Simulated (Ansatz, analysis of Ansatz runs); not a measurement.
# Can an added hole hop between S atoms in Lu2MgS4 (Fd-3m)?

Question: does an added hole stay on the S atom where it is started in Lu2MgS4 (Fd-3m), and if so, how high is the barrier for a hop to another S site nearby? Model: a cell of 56 host atoms.

Main program and level: Ansatz 0.2.0; plane-wave PAW DFT, PBEsol+U; relaxation of all atoms of a supercell at fixed charge in a uniform background; PAW set soft_1.

### Step 1. The starting structure

The cell holds 56 atoms: 8 Mg, 16 Lu and 32 S. Its edges and angles: a = 10.871 Å, b = 10.871 Å, c = 10.871 Å, α = 90.0°, β = 90.0°, γ = 90.0°. It derives from Lu2MgS4 (space group Fd-3m). Nearest the centre at fractional (0.381, 0.500, 0.500): S26 at 1.83 Å, S41 at 1.83 Å, Lu18 at 1.92 Å, Lu13 at 1.92 Å, S40 at 3.17 Å, S55 at 3.17 Å, Lu23 at 3.28 Å, Lu12 at 3.28 Å.

Hubbard terms: S p 6.0 eV. They were chosen, not fitted, to curb self-interaction in the shells named, the trial site's among them. The two sites are S41 and S26. The cell's shortest repeat is 10.9 Å.

### Step 2. The cell without the carrier

The neutral cell is relaxed first, from small random displacements, so that bond lengths and moments with the carrier can be set beside those of a relaxed cell without it.

neutral.relax/input.yaml

```yaml
crystal:
  lattice:
    - [10.87094853, 0.0, 0.0]
    - [0.0, 10.87094853, 0.0]
    - [0.0, 0.0, 10.87094853]
  atoms:
    - { symbol: Mg, position: [0.0, 0.0, 0.0] }
    - { symbol: Mg, position: [0.0, 0.5, 0.5] }
    - { symbol: Mg, position: [0.5, 0.0, 0.5] }
    - { symbol: Mg, position: [0.5, 0.5, 0.0] }
    - { symbol: Mg, position: [0.25, 0.25, 0.25] }
    - { symbol: Mg, position: [0.25, 0.75, 0.75] }
    - { symbol: Mg, position: [0.75, 0.25, 0.75] }
    - { symbol: Mg, position: [0.75, 0.75, 0.25] }
    - { symbol: Lu, position: [0.125, 0.125, 0.625] }
    - { symbol: Lu, position: [0.125, 0.625, 0.125] }
    - { symbol: Lu, position: [0.625, 0.125, 0.125] }
    - { symbol: Lu, position: [0.625, 0.625, 0.625] }
    - { symbol: Lu, position: [0.375, 0.375, 0.625] }
    - { symbol: Lu, position: [0.375, 0.875, 0.125] }
    - { symbol: Lu, position: [0.875, 0.375, 0.125] }
    - { symbol: Lu, position: [0.875, 0.875, 0.625] }
    - { symbol: Lu, position: [0.375, 0.125, 0.875] }
    - { symbol: Lu, position: [0.375, 0.625, 0.375] }
    - { symbol: Lu, position: [0.875, 0.125, 0.375] }
    - { symbol: Lu, position: [0.875, 0.625, 0.875] }
    - { symbol: Lu, position: [0.125, 0.375, 0.875] }
    - { symbol: Lu, position: [0.125, 0.875, 0.375] }
    - { symbol: Lu, position: [0.625, 0.375, 0.375] }
    - { symbol: Lu, position: [0.625, 0.875, 0.875] }
    - { symbol: S, position: [0.380941, 0.119059, 0.119059] }
    - { symbol: S, position: [0.380941, 0.619059, 0.619059] }
    - { symbol: S, position: [0.880941, 0.119059, 0.619059] }
    - { symbol: S, position: [0.880941, 0.619059, 0.119059] }
    - { symbol: S, position: [0.369059, 0.369059, 0.869059] }
    - { symbol: S, position: [0.369059, 0.869059, 0.369059] }
    - { symbol: S, position: [0.869059, 0.369059, 0.369059] }
    - { symbol: S, position: [0.869059, 0.869059, 0.869059] }
    - { symbol: S, position: [0.369059, 0.130941, 0.630941] }
    - { symbol: S, position: [0.369059, 0.630941, 0.130941] }
    - { symbol: S, position: [0.869059, 0.130941, 0.130941] }
    - { symbol: S, position: [0.869059, 0.630941, 0.630941] }
    - { symbol: S, position: [0.119059, 0.119059, 0.380941] }
    - { symbol: S, position: [0.119059, 0.619059, 0.880941] }
    - { symbol: S, position: [0.619059, 0.119059, 0.880941] }
    - { symbol: S, position: [0.619059, 0.619059, 0.380941] }
    - { symbol: S, position: [0.380941, 0.380941, 0.380941] }
    - { symbol: S, position: [0.380941, 0.880941, 0.880941] }
    - { symbol: S, position: [0.880941, 0.380941, 0.880941] }
    - { symbol: S, position: [0.880941, 0.880941, 0.380941] }
    - { symbol: S, position: [0.130941, 0.369059, 0.630941] }
    - { symbol: S, position: [0.130941, 0.869059, 0.130941] }
    - { symbol: S, position: [0.630941, 0.369059, 0.130941] }
    - { symbol: S, position: [0.630941, 0.869059, 0.630941] }
    - { symbol: S, position: [0.130941, 0.130941, 0.869059] }
    - { symbol: S, position: [0.130941, 0.630941, 0.369059] }
    - { symbol: S, position: [0.630941, 0.130941, 0.369059] }
    - { symbol: S, position: [0.630941, 0.630941, 0.869059] }
    - { symbol: S, position: [0.119059, 0.380941, 0.119059] }
    - { symbol: S, position: [0.119059, 0.880941, 0.619059] }
    - { symbol: S, position: [0.619059, 0.380941, 0.619059] }
    - { symbol: S, position: [0.619059, 0.880941, 0.119059] }
basis:
  ecutwfc: 420
  xc_grid: 2
hamiltonian:
  xc: pbesol
  hubbard:
    sites: [{ species: S, l: p, u_eff: 6.0 }]
    projectors: ortho-atomic
  pseudopotentials: { kind: paw, azcp: { folder: soft_1 }, xc_functional: pbe }
kpoints:
  mp_grid: { grid: [1, 1, 1] }
scf:
  occupations: { method: fermi_dirac, width: 0.01 }
  max_iter: 120
  lower_state_search: "off"
output:
  forces: true
relax:
  f_tol: 0.02
  max_steps: 70
  random_displacement: { amplitude: 0.04, seed: 6351 }
checkpoint:
  write: "../neutral.relax.run"
  compress: false
  write_wavefunctions: true
  write_every: 100000
```

Run with:

```sh
> ansatz run input.yaml --threads 4 --pin off --max-ram 17899MiB --backend cpu --events-out ev --progress --plain --runs-dir out
```

Numbers of over 12 decimals in the logs are rounded to 6 here.

Output:

```text
[... repeated set-up lines and file paths are left out, and long positions are rounded to six places ...]
Engine: ansatz 0.2.0, aarch64-unknown-linux-gnu
Pseudopotentials: kind: paw
Pseudopotential: Mg, paw, valence charge 10, recommended cutoff 420 eV (normal), soft_1/Mg.paw.azcp
Pseudopotential: Lu, paw, valence charge 25, recommended cutoff 420 eV (normal), soft_1/Lu.paw.azcp
Pseudopotential: S, paw, valence charge 6, recommended cutoff 420 eV (normal), soft_1/S.paw.azcp
Functional definition: PBEsol
  exchange = pbesol_x
  correlation = pbesol_c
Crystal: 56 atoms, lattice volume = 1284.702 Å³
Basis set: ecut = 420 eV, 25173 PW (Γ), exchange–correlation on 150×150×150 points (8 copies of the dense FFT grid, shifted against one another)
Bands: 404, of which v1, the nominal top of the filled ones, is band 336 counted from 1 (335 counted from 0)
Symmetry: 1 space group operations
k-points: 1
Non-local potential: Mg, projectors of the file, l = 0: 3, l = 1: 2, l = 2: 1
Non-local potential: Lu, projectors of the file, l = 0: 3, l = 1: 2, l = 2: 2, l = 3: 3
Non-local potential: S, projectors of the file, l = 0: 2, l = 1: 2, l = 2: 1
PAW form: soft (Blöchl's): semilocal exchange-correlation on the pseudo side does not see the compensation charge
PAW frozen core: Mg, regenerated for the run's functional, and the local potential with it (the file was generated under x = pbe(κ = 0.804, μ = 0.219515), c = pbe(β = 0.066725))
PAW frozen core: Lu, regenerated for the run's functional, and the local potential with it (the file was generated under x = pbe(κ = 0.804, μ = 0.219515), c = pbe(β = 0.066725))
[...]
atom  23  Lu     0.00185969    -0.00026697    -0.00025219
  [... 2 atoms left out ...]
  atom  26  S      0.00070943    -0.00040505     0.00252244
  [... 13 atoms left out ...]
  atom  40  S      0.00172354     0.00025622    -0.00048983
  atom  41  S      0.00174987    -0.00047197    -0.00115334
  [... 3 atoms left out ...]
  atom  45  S     -0.00440528     0.00236013    -0.00127699
  [... 4 atoms left out ...]
  atom  50  S     -0.00155171     0.00240653     0.00123389
  [... 4 atoms left out ...]
  atom  55  S      0.00371278    -0.00418142    -0.00015087
  [... 1 atom left out ...]
  max |Σ_I F_I| component: 2.63e-5 eV/Å
--- Band table (eV) ---
  k-point 0: bands = ["-67.1140", "-67.1139", "-67.1138", "-67.1134", [... 396 left out ...] "12.6689", "12.7476", "12.7477", "12.9147"]
Occupation matrices written to <dir>
--- Relaxed structure (4 steps of the walk, 4 accepted, 0 SCFs on fresh bases) ---
  F+E_penalty+E_count = -277432.40909814 eV   max|allowed force component| = 1.370e-2 eV/Å
  atoms:
    - { symbol: Mg, position: [-3.5008128853649614e-5, 0.000188, 0.000232] }
    - { symbol: Mg, position: [-0.000211, 0.500137, 0.499959] }
[...]
- { symbol: Lu, position: [0.624965, 0.624976, 0.624952] }
    - { symbol: Lu, position: [0.374958, 0.374895, 0.624798] }
[...]
- { symbol: Lu, position: [0.375052, 0.624888, 0.374670] }
[...]
- { symbol: Lu, position: [0.624893, 0.374891, 0.375066] }
[...]
- { symbol: S, position: [0.379714, 0.620156, 0.619954] }
    [... 13 atoms left out ...]
    - { symbol: S, position: [0.620283, 0.620150, 0.379675] }
    - { symbol: S, position: [0.379647, 0.379614, 0.379560] }
    [... 3 atoms left out ...]
    - { symbol: S, position: [0.129697, 0.370156, 0.629504] }
    [... 4 atoms left out ...]
    - { symbol: S, position: [0.129769, 0.629553, 0.370120] }
    [... 4 atoms left out ...]
    - { symbol: S, position: [0.620203, 0.379713, 0.620325] }
    [... 1 atom left out ...]
[key lines of the parts left out:]
SCF converged after 5 iterations
Free energy (F): -277432.409098 eV
Fermi energy:    7.113872 eV
```

Elapsed: 95 s, on 4 threads of Arm Neoverse V2, shared host; peak memory 1.8 GiB; 6 min of CPU time.

The largest displacement from an ideal site is 0.025 Å.

### Step 3. The hole on the first site

The nearest neighbour or neighbours of the site start displaced and the site's starting moment is changed by the carrier's spin, since a carrier doesn't trap itself in the undistorted lattice.

A.relax/input.yaml

```yaml
crystal:
  lattice:
    - [10.87094853, 0.0, 0.0]
    - [0.0, 10.87094853, 0.0]
    - [0.0, 0.0, 10.87094853]
  atoms:
    - { symbol: Mg, position: [-3.5e-05, 0.000188, 0.000232] }
    - { symbol: Mg, position: [-0.000211, 0.500137, 0.499959] }
    - { symbol: Mg, position: [0.499908, -9.2e-05, 0.499685] }
    - { symbol: Mg, position: [0.500202, 0.499572, -0.000262] }
    - { symbol: Mg, position: [0.236473, 0.236846, 0.23648] }
    - { symbol: Mg, position: [0.249985, 0.749694, 0.749651] }
    - { symbol: Mg, position: [0.750075, 0.249988, 0.750236] }
    - { symbol: Mg, position: [0.749982, 0.749992, 0.249916] }
    - { symbol: Lu, position: [0.125058, 0.124874, 0.624917] }
    - { symbol: Lu, position: [0.125069, 0.624821, 0.12485] }
    - { symbol: Lu, position: [0.624857, 0.124854, 0.125068] }
    - { symbol: Lu, position: [0.624965, 0.624976, 0.624952] }
    - { symbol: Lu, position: [0.374406, 0.374343, 0.647795] }
    - { symbol: Lu, position: [0.374791, 0.874847, 0.124751] }
    - { symbol: Lu, position: [0.874919, 0.374919, 0.125158] }
    - { symbol: Lu, position: [0.874965, 0.874967, 0.625245] }
    - { symbol: Lu, position: [0.374859, 0.124939, 0.874929] }
    - { symbol: Lu, position: [0.3745, 0.647885, 0.374118] }
    - { symbol: Lu, position: [0.874925, 0.124874, 0.375172] }
    - { symbol: Lu, position: [0.874922, 0.625079, 0.875148] }
    - { symbol: Lu, position: [0.124815, 0.374973, 0.874665] }
    - { symbol: Lu, position: [0.12491, 0.874863, 0.374955] }
    - { symbol: Lu, position: [0.64789, 0.374339, 0.374514] }
    - { symbol: Lu, position: [0.624816, 0.874974, 0.874951] }
    - { symbol: S, position: [0.379585, 0.120116, 0.120152] }
    - { symbol: S, position: [0.379714, 0.620156, 0.619954] }
    - { symbol: S, position: [0.879757, 0.120179, 0.620431] }
    - { symbol: S, position: [0.879778, 0.620186, 0.120369] }
    - { symbol: S, position: [0.370099, 0.370202, 0.870056] }
    - { symbol: S, position: [0.370235, 0.870117, 0.370061] }
    - { symbol: S, position: [0.870148, 0.370133, 0.370359] }
    - { symbol: S, position: [0.870079, 0.870281, 0.870497] }
    - { symbol: S, position: [0.370263, 0.12967, 0.629652] }
    - { symbol: S, position: [0.37022, 0.629572, 0.129414] }
    - { symbol: S, position: [0.870142, 0.129668, 0.129919] }
    - { symbol: S, position: [0.870261, 0.629688, 0.629861] }
    - { symbol: S, position: [0.120197, 0.120111, 0.379689] }
    - { symbol: S, position: [0.120183, 0.620174, 0.879597] }
    - { symbol: S, position: [0.620128, 0.120245, 0.879801] }
    - { symbol: S, position: [0.620283, 0.62015, 0.379675] }
    - { symbol: S, position: [0.379647, 0.379614, 0.37956], spin: 1.0 }
    - { symbol: S, position: [0.379583, 0.879673, 0.879556] }
    - { symbol: S, position: [0.879576, 0.379779, 0.879847] }
    - { symbol: S, position: [0.879688, 0.879583, 0.379963] }
    - { symbol: S, position: [0.129697, 0.370156, 0.629504] }
    - { symbol: S, position: [0.12954, 0.870075, 0.12969] }
    - { symbol: S, position: [0.629682, 0.370106, 0.12979] }
    - { symbol: S, position: [0.629637, 0.87023, 0.629777] }
    - { symbol: S, position: [0.129589, 0.129715, 0.870243] }
    - { symbol: S, position: [0.129769, 0.629553, 0.37012] }
    - { symbol: S, position: [0.629666, 0.129615, 0.370282] }
    - { symbol: S, position: [0.629711, 0.629681, 0.870257] }
    - { symbol: S, position: [0.120223, 0.379582, 0.120032] }
    - { symbol: S, position: [0.120211, 0.879649, 0.620214] }
    - { symbol: S, position: [0.620203, 0.379713, 0.620325] }
    - { symbol: S, position: [0.620081, 0.879574, 0.120283] }
total_charge: 1
basis:
  ecutwfc: 420
  xc_grid: 2
hamiltonian:
  xc: pbesol
  hubbard:
    sites: [{ species: S, l: p, u_eff: 6.0 }]
    projectors: ortho-atomic
  pseudopotentials: { kind: paw, azcp: { folder: soft_1 }, xc_functional: pbe }
kpoints:
  mp_grid: { grid: [1, 1, 1] }
magnetization:
  spin_polarized: true
  initial_magnetization: 1
  spin_locking: { lock_magnetization: hard }
scf:
  occupations: { method: fermi_dirac, width: 0.01 }
  max_iter: 120
  lower_state_search: "off"
output:
  forces: true
relax:
  f_tol: 0.015
  max_steps: 70
  escape_saddle: false
checkpoint:
  write: "../A.relax.run"
  compress: false
  write_wavefunctions: true
  write_every: 100000
```

Output:

```text
[...]
Crystal: 56 atoms, lattice volume = 1284.702 Å³
Basis set: ecut = 420 eV, 25173 PW (Γ), exchange–correlation on 150×150×150 points (8 copies of the dense FFT grid, shifted against one another)
Bands: 404, of which v1, the nominal top of the filled ones, is band 336 counted from 1 (335 counted from 0)
Symmetry: 1 space group operations
[...]
k-points: 1
[...]
Starting moments: Σ|m| = 1 μB on 1 of 56 sites
[...]
SCF iter   1: F=—  HF=-277439.554501 eV  |F-HF|=—  |Δ(HF+E_count)|=         —  Δρ=2.72e-2 (↑2.72e-2 ↓2.72e-2)  dr2=7.15e1  dr2_m=1.88e-2  M=1.000 μB ∫|m|=1.197 μB  β_m=0.30  ethr=3.10e-3  ⟨swp⟩=9.0  Hψ=4421  notcnv=0  defer=3
[...]
spin=Collinear: Kerker preconditioning applied to the charge; magnetization (m = ρ↑ − ρ↓) channel mixes plain (no charge-response kernel on spin).
SCF iter   2: F=—  HF=-277437.689137 eV  |F-HF|=—  |Δ(HF+E_count)|=    1.87e0  Δρ=1.94e-2 (↑1.91e-2 ↓1.94e-2)  dr2=4.08e1  dr2_m=4.00e-2  M=1.000 μB ∫|m|=1.208 μB  β_m=0.63  ethr=3.10e-3  ⟨swp⟩=4.0  Hψ=1398  notcnv=0  defer=118
[...]
SCF iter  13: F=-277437.999993 eV  HF=-277437.999995 eV  |F-HF|=2.18e-6  |Δ(HF+E_count)|=   3.42e-6  Δρ=4.81e-6 (↑3.96e-6 ↓4.81e-6)  dr2=1.09e-6  dr2_m=2.32e-8  M=1.000 μB ∫|m|=1.101 μB  ethr=7.42e-10  ⟨swp⟩=7.0  Hψ=3557  notcnv=0
SCF 1 converged in 13 iterations: F = -277437.999993 eV  dr2 = 1.09e-6
[...]
relax step   1: F+E_penalty+E_count = -277437.99999289 eV  Δ(F+E_penalty+E_count) = +0.000e0 eV  max|allowed force component| = 2.146e0 eV/Å  Δτ_max = 0.0000 Å  (13 SCF iters, dr2 threshold 5.63e-6 eV, accepted)
[...]
relax step   2: F+E_penalty+E_count = -277438.43855631 eV  Δ(F+E_penalty+E_count) = -4.386e-1 eV  max|allowed force component| = 7.709e-1 eV/Å  Δτ_max = 0.1948 Å  (10 SCF iters, dr2 threshold 1.00e-4 eV, accepted)
relax step   3: F+E_penalty+E_count = -277438.59645677 eV  Δ(F+E_penalty+E_count) = -1.579e-1 eV  max|allowed force component| = 3.482e-1 eV/Å  Δτ_max = 0.0865 Å  (10 SCF iters, dr2 threshold 3.71e-5 eV, accepted)
relax step   4: F+E_penalty+E_count = -277438.66024542 eV  Δ(F+E_penalty+E_count) = -6.379e-2 eV  max|allowed force component| = 1.217e-1 eV/Å  Δτ_max = 0.0556 Å  (12 SCF iters, dr2 threshold 1.57e-5 eV, accepted)
relax step   5: F+E_penalty+E_count = -277438.66624855 eV  Δ(F+E_penalty+E_count) = -6.003e-3 eV  max|allowed force component| = 6.013e-2 eV/Å  Δτ_max = 0.0170 Å  (14 SCF iters, dr2 threshold 1.81e-6 eV, accepted)
relax step   6: F+E_penalty+E_count = -277438.66948293 eV  Δ(F+E_penalty+E_count) = -3.234e-3 eV  max|allowed force component| = 4.789e-2 eV/Å  Δτ_max = 0.0181 Å  (15 SCF iters, dr2 threshold 4.42e-7 eV, accepted)
relax step   7: F+E_penalty+E_count = -277438.67021394 eV  Δ(F+E_penalty+E_count) = -7.310e-4 eV  max|allowed force component| = 2.501e-2 eV/Å  Δτ_max = 0.0105 Å  (14 SCF iters, dr2 threshold 5.60e-7 eV, accepted)
SCF iter   1: F=—  HF=-277438.672883 eV  |F-HF|=—  |Δ(HF+E_count)|=         —  Δρ=1.78e-4 (↑1.76e-4 ↓1.78e-4)  dr2=1.14e-3  dr2_m=2.01e-6  M=1.000 μB ∫|m|=1.105 μB  β_m=0.30  ethr=1.66e-6  ⟨swp⟩=6.5  Hψ=2053  notcnv=0  defer=124
[...]
SCF iter  15: F=-277438.670473 eV  HF=-277438.670473 eV  |F-HF|=5.36e-9  |Δ(HF+E_count)|=   6.39e-8  Δρ=3.53e-7 (↑2.58e-7 ↓3.53e-7)  dr2=3.71e-9  dr2_m=2.14e-10  M=1.000 μB ∫|m|=1.105 μB  ethr=1.22e-12  ⟨swp⟩=2.5  Hψ=4253  notcnv=0
SCF 8 converged in 15 iterations: F = -277438.670473 eV  dr2 = 3.71e-9
relax step   8: F+E_penalty+E_count = -277438.67047259 eV  Δ(F+E_penalty+E_count) = -2.586e-4 eV  max|allowed force component| = 6.523e-3 eV/Å  Δτ_max = 0.0078 Å  (15 SCF iters, accepted)
NSCF: frozen V_eff on 1 k-points
[...]
SCF converged after 15 iterations
Stability checked in part: among states of this total moment the steps that led to this state did not find it unstable. No probe was made; neither looks for a lower state of another moment (fixed_total_moment; see scf.lower_state_search)
Magnetization: 1.0000 μB (336.0000 up, 335.0000 down)
Absolute magnetization: 1.1046 μB (∫|ρ↑−ρ↓|, with the PAW one-centre terms)
[...]
Per-site moments (μB) at R_I (Å): [(5.587153095419651e-6, 1.001481), (8.08236817516252e-5, 1.003411), (1.1093420581679352e-5, 1.003969), [... 53 left out ...]
Free energy (F): -277438.670473 eV
[...]
Internal energy: -277438.670473 eV  (E = F + TS)
E sigma→0 (E₀):  -277438.670473 eV
Fermi energy:    6.877701 (↑ 7.134238, ↓ 6.875632) eV
[...]
--- Forces (eV/Å), atoms counted from 1 ---
  atom   1  Mg     0.00398833     0.00348695     0.00338053
  atom   2  Mg     0.00205549    -0.00195786    -0.00229007
  [... 9 atoms left out ...]
  atom  12  Lu     0.00070119     0.00120094     0.00608459
  atom  13  Lu    -0.00437140    -0.00138249    -0.00350394
  [... 4 atoms left out ...]
  atom  18  Lu     0.00016543     0.00566154    -0.00429832
  [... 4 atoms left out ...]
  atom  23  Lu    -0.00021713     0.00491379    -0.00037202
  [... 2 atoms left out ...]
  atom  26  S      0.00027100     0.00092450     0.00102945
  [... 13 atoms left out ...]
  atom  40  S      0.00176176    -0.00001514    -0.00134148
  atom  41  S      0.00189689     0.00065600     0.00359807
  [... 3 atoms left out ...]
  atom  45  S     -0.00057456    -0.00010635     0.00123654
  [... 4 atoms left out ...]
  atom  50  S     -0.00100633    -0.00218812     0.00119393
  [... 4 atoms left out ...]
  atom  55  S      0.00259406    -0.00158278     0.00102180
  [... 1 atom left out ...]
  max |Σ_I F_I| component: 2.04e-5 eV/Å
--- Band table (eV) ---
[...]
Occupation matrices written to <dir>
--- Relaxed structure (8 steps of the walk, 8 accepted, 0 SCFs on fresh bases) ---
  F+E_penalty+E_count = -277438.67047259 eV   max|allowed force component| = 6.523e-3 eV/Å
  atoms:
    - { symbol: Mg, position: [-0.000963, -0.000732, -0.000705] }
    - { symbol: Mg, position: [0.004402, 0.502861, 0.502899] }
    [... 9 atoms left out ...]
    - { symbol: Lu, position: [0.625338, 0.628052, 0.627893] }
    - { symbol: Lu, position: [0.379914, 0.374932, 0.637528] }
    [... 4 atoms left out ...]
    - { symbol: Lu, position: [0.379578, 0.637137, 0.375036] }
    [... 4 atoms left out ...]
    - { symbol: Lu, position: [0.648699, 0.380337, 0.380616] }
    [... 2 atoms left out ...]
    - { symbol: S, position: [0.380297, 0.618096, 0.618205] }
    [... 13 atoms left out ...]
    - { symbol: S, position: [0.621164, 0.619962, 0.381196] }
    - { symbol: S, position: [0.358113, 0.375609, 0.375601] }
    [... 3 atoms left out ...]
    - { symbol: S, position: [0.135956, 0.370318, 0.626496] }
    [... 4 atoms left out ...]
    - { symbol: S, position: [0.135659, 0.626626, 0.370263] }
    [... 4 atoms left out ...]
    - { symbol: S, position: [0.621370, 0.381253, 0.620180] }
    [... 1 atom left out ...]
```

Elapsed: 9.1 min, on 4 threads; peak memory 2.9 GiB.

Step by step:

| step | energy less that of the first step (eV) | largest force component (eV/Å) |
| --- | --- | --- |
| 1 | 0.0000 | 2.1456 |
| 2 | -0.4386 | 0.7709 |
| 3 | -0.5965 | 0.3482 |
| 4 | -0.6603 | 0.1217 |
| 5 | -0.6663 | 0.0601 |
| 6 | -0.6695 | 0.0479 |
| 7 | -0.6702 | 0.0250 |
| 8 | -0.6705 | 0.0065 |

The atoms that moved most (Å):

| atom | dx | dy | dz | length |
| --- | --- | --- | --- | --- |
| S41 | -0.234 | -0.044 | -0.043 | 0.242 |
| S31 | 0.130 | -0.018 | -0.020 | 0.132 |
| Lu18 | 0.055 | -0.117 | 0.010 | 0.130 |
| Lu13 | 0.060 | 0.006 | -0.112 | 0.127 |
| S47 | -0.029 | 0.029 | 0.093 | 0.101 |
| S51 | -0.027 | 0.092 | 0.028 | 0.100 |
| Lu23 | 0.009 | 0.065 | 0.066 | 0.093 |
| S45 | 0.068 | 0.002 | -0.033 | 0.076 |

The moves above count from the input, in which the site's nearest neighbours were already displaced; the distances below compare with the cell without the carrier.

Distances from S41 without and with the hole:

| atom | without (Å) | with (Å) |
| --- | --- | --- |
| Mg5 | 2.44 | 2.54 |
| Lu13 | 2.67 | 2.86 |
| Lu23 | 2.67 | 3.16 |
| Lu18 | 2.67 | 2.85 |

The largest changes of the moments are 0.61 μB on S41, 0.01 μB on S45 and 0.01 μB on S50. The largest part sits on the chosen site.

(Continued in part 2 of 2.)

[Logs are printed without paths, hosts, clocks, repeated set-up lines and the standing remarks that a program may print on its own settings, such as how far it seeks lower states.]

[Hosts, paths, dates, database ids (printed as entryN), source tags and the programs' standing remarks are cut or masked in the printed files.]
